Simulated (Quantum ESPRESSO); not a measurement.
# CoSi2 (Fm-3m): from the cell to the phonon bands, part 4 of 4

How does CoSi2 (Fm-3m) vibrate, and is this structure a minimum?

Quantum ESPRESSO 7.5; DFT PBE, scalar-relativistic, plane waves, GBRV ultrasoft pseudopotentials.

So far, highest frequency (cm⁻¹): step 9 (interpolated phonon bands) 384.

The database entry behind the starting cell differs from later determinations by our own check (0.1 to 0.3 % short, probably kX units), so it need not match the best structure at ambient conditions.

## Step 13: Check by a frozen phonon

The atoms are moved along one mode, by 0.015 Å at most in any Cartesian component, and the restoring forces give its frequency without the response code: a check of the response kernel of this functional.

Input file frozen.in:

```
&control
   calculation = 'scf'
   prefix = 'x'
   outdir = './tmp'
   pseudo_dir = './pseudo'
   tprnfor = .true.
/
&system
   ibrav = 0
   nat = 3
   ntyp = 2
   ecutwfc = 45.0
   ecutrho = 270.0
   occupations = 'smearing'
   smearing = 'mv'
   degauss = 0.02
/
&electrons
   conv_thr = 1.0d-11
   mixing_beta = 0.7
   electron_maxstep = 100
/
ATOMIC_SPECIES
 Co     58.9332  Co.upf
 Si     28.0850  Si.upf
CELL_PARAMETERS angstrom
    -2.678644910    0.000000000    2.678644910
     0.000000000    2.678644910    2.678644910
    -2.678644910    2.678644910    0.000000000
ATOMIC_POSITIONS crystal
 Co     0.000000000   0.000000000   0.000000000
 Si     0.747329707   0.752943824   0.747070447
 Si     0.252670293   0.247056176   0.252929553
K_POINTS automatic
 12 12 12 0 0 0
```

The run is started by

```sh
> OMP_NUM_THREADS=1 mpirun -n 4 pw.x -nk 4 -in frozen.in > frozen.out
```

Output:

```text
[banner, memory and clock lines left out]
Program PWSCF v.7.5

     Message from routine setup:
     using ibrav=0 with symmetry is DISCOURAGED, use correct ibrav instead

     G-vector sticks info

     bravais-lattice index     =            0
     lattice parameter (alat)  =       7.1586  a.u.
     unit-cell volume          =     259.4012 (a.u.)^3
     number of atoms/cell      =            3
     number of atomic types    =            2
     number of electrons       =        25.00
     number of Kohn-Sham states=           17
     kinetic-energy cutoff     =      45.0000  Ry
     charge density cutoff     =     270.0000  Ry
     scf convergence threshold =      1.0E-11
     mixing beta               =       0.7000
     number of iterations used =            8  plain     mixing
     Exchange-correlation= SLA  PW   PBE  PBE
                           (   1   4   3   4   0   0   0)

     celldm(1)=   7.158615  celldm(2)=   0.000000  celldm(3)=   0.000000
     celldm(4)=   0.000000  celldm(5)=   0.000000  celldm(6)=   0.000000

     crystal axes: (cart. coord. in units of alat)
               a(1) = (  -0.707107   0.000000   0.707107 )
               a(2) = (   0.000000   0.707107   0.707107 )
               a(3) = (  -0.707107   0.707107   0.000000 )

     reciprocal axes: (cart. coord. in units 2 pi/alat)
               b(1) = ( -0.707107 -0.707107  0.707107 )
               b(2) = (  0.707107  0.707107  0.707107 )
               b(3) = ( -0.707107  0.707107 -0.707107 )

     PseudoPot. # 1 for Co read from file:
     ./pseudo/Co.upf
     Pseudo is Ultrasoft + core correction, Zval = 17.0
     Using radial grid of  863 points,  6 beta functions with:
                l(1) =   0
                l(2) =   0
                l(3) =   1
                l(4) =   1
                l(5) =   2
                l(6) =   2
     Q(r) pseudized with  8 coefficients,  rinner =    1.200   1.200   1.200
                                                       1.200   1.200

     PseudoPot. # 2 for Si read from file:
     ./pseudo/Si.upf
     Pseudo is Ultrasoft + core correction, Zval =  4.0
     Using radial grid of  899 points,  6 beta functions with:
                l(1) =   0
                l(2) =   0
                l(3) =   1
                l(4) =   1
                l(5) =   2
                l(6) =   2
     Q(r) pseudized with  8 coefficients,  rinner =    0.900   0.900   0.900
                                                       0.900   0.900

     atomic species   valence    mass     pseudopotential
     Co               17.00    58.93320     Co( 1.00)
     Si                4.00    28.08500     Si( 1.00)

      2 Sym. Ops., with inversion, found

   Cartesian axes

     site n.     atom                  positions (alat units)
         1        Co     tau(   1) = (   0.0000000   0.0000000   0.0000000  )
         2        Si     tau(   2) = (  -1.0567005   1.0606703   1.0608536  )
         3        Si     tau(   3) = (  -0.3575131   0.3535433   0.3533600  )

     number of k points=   868  Marzari-Vanderbilt smearing, width (Ry)=  0.0200

     Number of k-points >= 100: set verbosity='high' to print them.

     Dense  grid:    19579 G-vectors     FFT dimensions: (  40,  40,  40)

     Smooth grid:    10657 G-vectors     FFT dimensions: (  32,  32,  32)

     Check: negative core charge=   -0.000016

     Initial potential from superposition of free atoms

     starting charge      23.9987, renormalised to      25.0000
     Starting wfcs are   21 randomized atomic wfcs

     per-process dynamical memory:    99.9 Mb

     Self-consistent Calculation

     iteration #  1     ecut=    45.00 Ry     beta= 0.70
     Davidson diagonalization with overlap
     ethr =  1.00E-02,  avg # of iterations =  4.2

     total energy              =    -305.66014210 Ry
     estimated scf accuracy    <      16.05852083 Ry

     iteration #  2     ecut=    45.00 Ry     beta= 0.70
     Davidson diagonalization with overlap
     ethr =  1.00E-02,  avg # of iterations =  3.0

     total energy              =    -316.32370203 Ry
     estimated scf accuracy    <      54.77793775 Ry

     iteration #  3     ecut=    45.00 Ry     beta= 0.70
     Davidson diagonalization with overlap
     ethr =  1.00E-02,  avg # of iterations =  2.1

     total energy              =    -317.54097002 Ry
     estimated scf accuracy    <      10.48068238 Ry

     iteration #  4     ecut=    45.00 Ry     beta= 0.70
     Davidson diagonalization with overlap
     ethr =  1.00E-02,  avg # of iterations =  2.0

     total energy              =    -318.10872871 Ry
     estimated scf accuracy    <       1.96718178 Ry

     iteration #  5     ecut=    45.00 Ry     beta= 0.70
     Davidson diagonalization with overlap
     ethr =  7.87E-03,  avg # of iterations =  1.0

     total energy              =    -317.26142992 Ry
     estimated scf accuracy    <       2.22139027 Ry

     iteration #  6     ecut=    45.00 Ry     beta= 0.70
     Davidson diagonalization with overlap
     ethr =  7.87E-03,  avg # of iterations =  2.0

     total energy              =    -317.72430959 Ry
     estimated scf accuracy    <       1.63458648 Ry

     iteration #  7     ecut=    45.00 Ry     beta= 0.70
     Davidson diagonalization with overlap
     ethr =  6.54E-03,  avg # of iterations =  1.0

     total energy              =    -317.79949742 Ry
     estimated scf accuracy    <       0.16727787 Ry

     iteration #  8     ecut=    45.00 Ry     beta= 0.70
     Davidson diagonalization with overlap
     ethr =  6.69E-04,  avg # of iterations =  2.0

     total energy              =    -317.75364879 Ry
     estimated scf accuracy    <       0.20494506 Ry

     iteration #  9     ecut=    45.00 Ry     beta= 0.70
     Davidson diagonalization with overlap
     ethr =  6.69E-04,  avg # of iterations =  2.0

     total energy              =    -317.77987273 Ry
     estimated scf accuracy    <       0.01025378 Ry

     iteration # 10     ecut=    45.00 Ry     beta= 0.70
     Davidson diagonalization with overlap
     ethr =  4.10E-05,  avg # of iterations =  4.7

     total energy              =    -317.78143176 Ry
     estimated scf accuracy    <       0.00007482 Ry

     iteration # 11     ecut=    45.00 Ry     beta= 0.70
     Davidson diagonalization with overlap
     ethr =  2.99E-07,  avg # of iterations =  4.2

     total energy              =    -317.78149255 Ry
     estimated scf accuracy    <       0.00003313 Ry

     iteration # 12     ecut=    45.00 Ry     beta= 0.70
     Davidson diagonalization with overlap
     ethr =  1.33E-07,  avg # of iterations =  3.6

     total energy              =    -317.78132458 Ry
     estimated scf accuracy    <       0.00113802 Ry

     iteration # 13     ecut=    45.00 Ry     beta= 0.70
     Davidson diagonalization with overlap
     ethr =  1.33E-07,  avg # of iterations =  4.1

     total energy              =    -317.78145166 Ry
     estimated scf accuracy    <       0.00002033 Ry

     iteration # 14     ecut=    45.00 Ry     beta= 0.70
     Davidson diagonalization with overlap
     ethr =  8.13E-08,  avg # of iterations =  1.0

     total energy              =    -317.78144691 Ry
     estimated scf accuracy    <       0.00001667 Ry

     iteration # 15     ecut=    45.00 Ry     beta= 0.70
     Davidson diagonalization with overlap
     ethr =  6.67E-08,  avg # of iterations =  2.0

     total energy              =    -317.78144920 Ry
     estimated scf accuracy    <       0.00000590 Ry

     iteration # 16     ecut=    45.00 Ry     beta= 0.70
     Davidson diagonalization with overlap
     ethr =  2.36E-08,  avg # of iterations =  1.0

     total energy              =    -317.78145009 Ry
     estimated scf accuracy    <       0.00000080 Ry

     iteration # 17     ecut=    45.00 Ry     beta= 0.70
     Davidson diagonalization with overlap
     ethr =  3.20E-09,  avg # of iterations =  1.0

     total energy              =    -317.78145013 Ry
     estimated scf accuracy    <       0.00000011 Ry

     iteration # 18     ecut=    45.00 Ry     beta= 0.70
     Davidson diagonalization with overlap
     ethr =  4.30E-10,  avg # of iterations =  1.0

     total energy              =    -317.78145013 Ry
     estimated scf accuracy    <       0.00000007 Ry

     iteration # 19     ecut=    45.00 Ry     beta= 0.70
     Davidson diagonalization with overlap
     ethr =  2.86E-10,  avg # of iterations =  1.0

     total energy              =    -317.78145013 Ry
     estimated scf accuracy    <          8.1E-09 Ry

     iteration # 20     ecut=    45.00 Ry     beta= 0.70
     Davidson diagonalization with overlap
     ethr =  3.24E-11,  avg # of iterations =  2.1

     total energy              =    -317.78145013 Ry
     estimated scf accuracy    <          4.8E-09 Ry

     iteration # 21     ecut=    45.00 Ry     beta= 0.70
     Davidson diagonalization with overlap
     ethr =  1.92E-11,  avg # of iterations =  1.0

     total energy              =    -317.78145013 Ry
     estimated scf accuracy    <          1.5E-09 Ry

     iteration # 22     ecut=    45.00 Ry     beta= 0.70
     Davidson diagonalization with overlap
     ethr =  5.88E-12,  avg # of iterations =  1.8

     End of self-consistent calculation

     Number of k-points >= 100: set verbosity='high' to print the bands.

     the Fermi energy is    12.7410 ev

!    total energy              =    -317.78145013 Ry
     estimated scf accuracy    <          4.5E-12 Ry
     smearing contrib. (-TS)   =       0.00128750 Ry
     internal energy E=F+TS    =    -317.78273763 Ry

     The total energy is F=E-TS. E is the sum of the following terms:
     one-electron contribution =    -237.90606310 Ry
     hartree contribution      =     132.05574577 Ry
     xc contribution           =     -41.57043833 Ry
     ewald contribution        =    -170.36198197 Ry

     convergence has been achieved in  22 iterations

     Forces acting on atoms (cartesian axes, Ry/au):

     atom    1 type  1   force =     0.00000000    0.00000000    0.00000000
     atom    2 type  2   force =    -0.00622895   -0.00001041   -0.00030333
     atom    3 type  2   force =     0.00622895    0.00001041    0.00030333

     Total force =     0.008820     Total SCF correction =     0.000000

     XML data file, charge density, pseudopotentials, collected wavefunctions
```

Elapsed: 2.3 min, on 4 MPI ranks of Arm Neoverse V1, shared host.

Read from the output:

```
frequency from the forces      : 321.5 cm⁻¹
frequency from linear response : 321.1 cm⁻¹
```

The forces give 321.5 cm⁻¹ against 321.1 cm⁻¹ from linear response after the sum rule.

## Step 14: Results

| Quantity | Value |
| --- | --- |
| space group after relaxation | Fm-3m |
| volume per atom | 12.8 Å³ |
| highest optical zone-centre mode (no LO-TO term) | 332.3 cm⁻¹ |
| lowest optical zone-centre mode | 321.1 cm⁻¹ |
| q mesh | 3×3×3 |
| lowest mode on the q mesh (acoustic ones at the zone centre apart) | 100.1 cm⁻¹ |
| zero-point energy per atom | 51.8 meV |
| heat capacity at 300 K | 21.3 J/(mol atoms K) |
| vibrational entropy at 300 K | 21.3 J/(mol atoms K) |
| imaginary modes on the q mesh | none |

CoSi2 (Fm-3m) is dynamically stable on the 3×3×3 mesh; its spectrum reaches 384 cm⁻¹. At the PBE level the optical modes of CoSi2 (Fm-3m) at the zone centre run from 321 to 332 cm⁻¹. Along axes with an odd number of divisions the mesh misses the zone-boundary points at one half, where instabilities often lie; those are only interpolated. Of the 6 optical modes, 3 are Raman active alone and 3 are infrared active alone; inversion symmetry keeps the two sets apart. These are harmonic frequencies at zero temperature: anharmonic shifts and linewidths and thermal expansion are left out. In a metal the frequencies hang on the k mesh and the smearing, most of all near Kohn anomalies. The runs are without spin polarisation, although the cell has an odd electron count or an open d or f shell, so a magnetic state was not tested. The λ that matdyn.x prints is not taken as a result: on such q meshes it can be far off, most of all in cells of several atoms.

[Host names and launcher messages were left out of these logs when they were recorded.]

[Logs are printed without paths, hosts, clocks, repeated set-up lines and the standing remarks that a program may print on its own settings, such as how far it seeks lower states.]

[Hosts, paths, dates, database ids (printed as entryN), source tags and the programs' standing remarks are cut or masked in the printed files.]
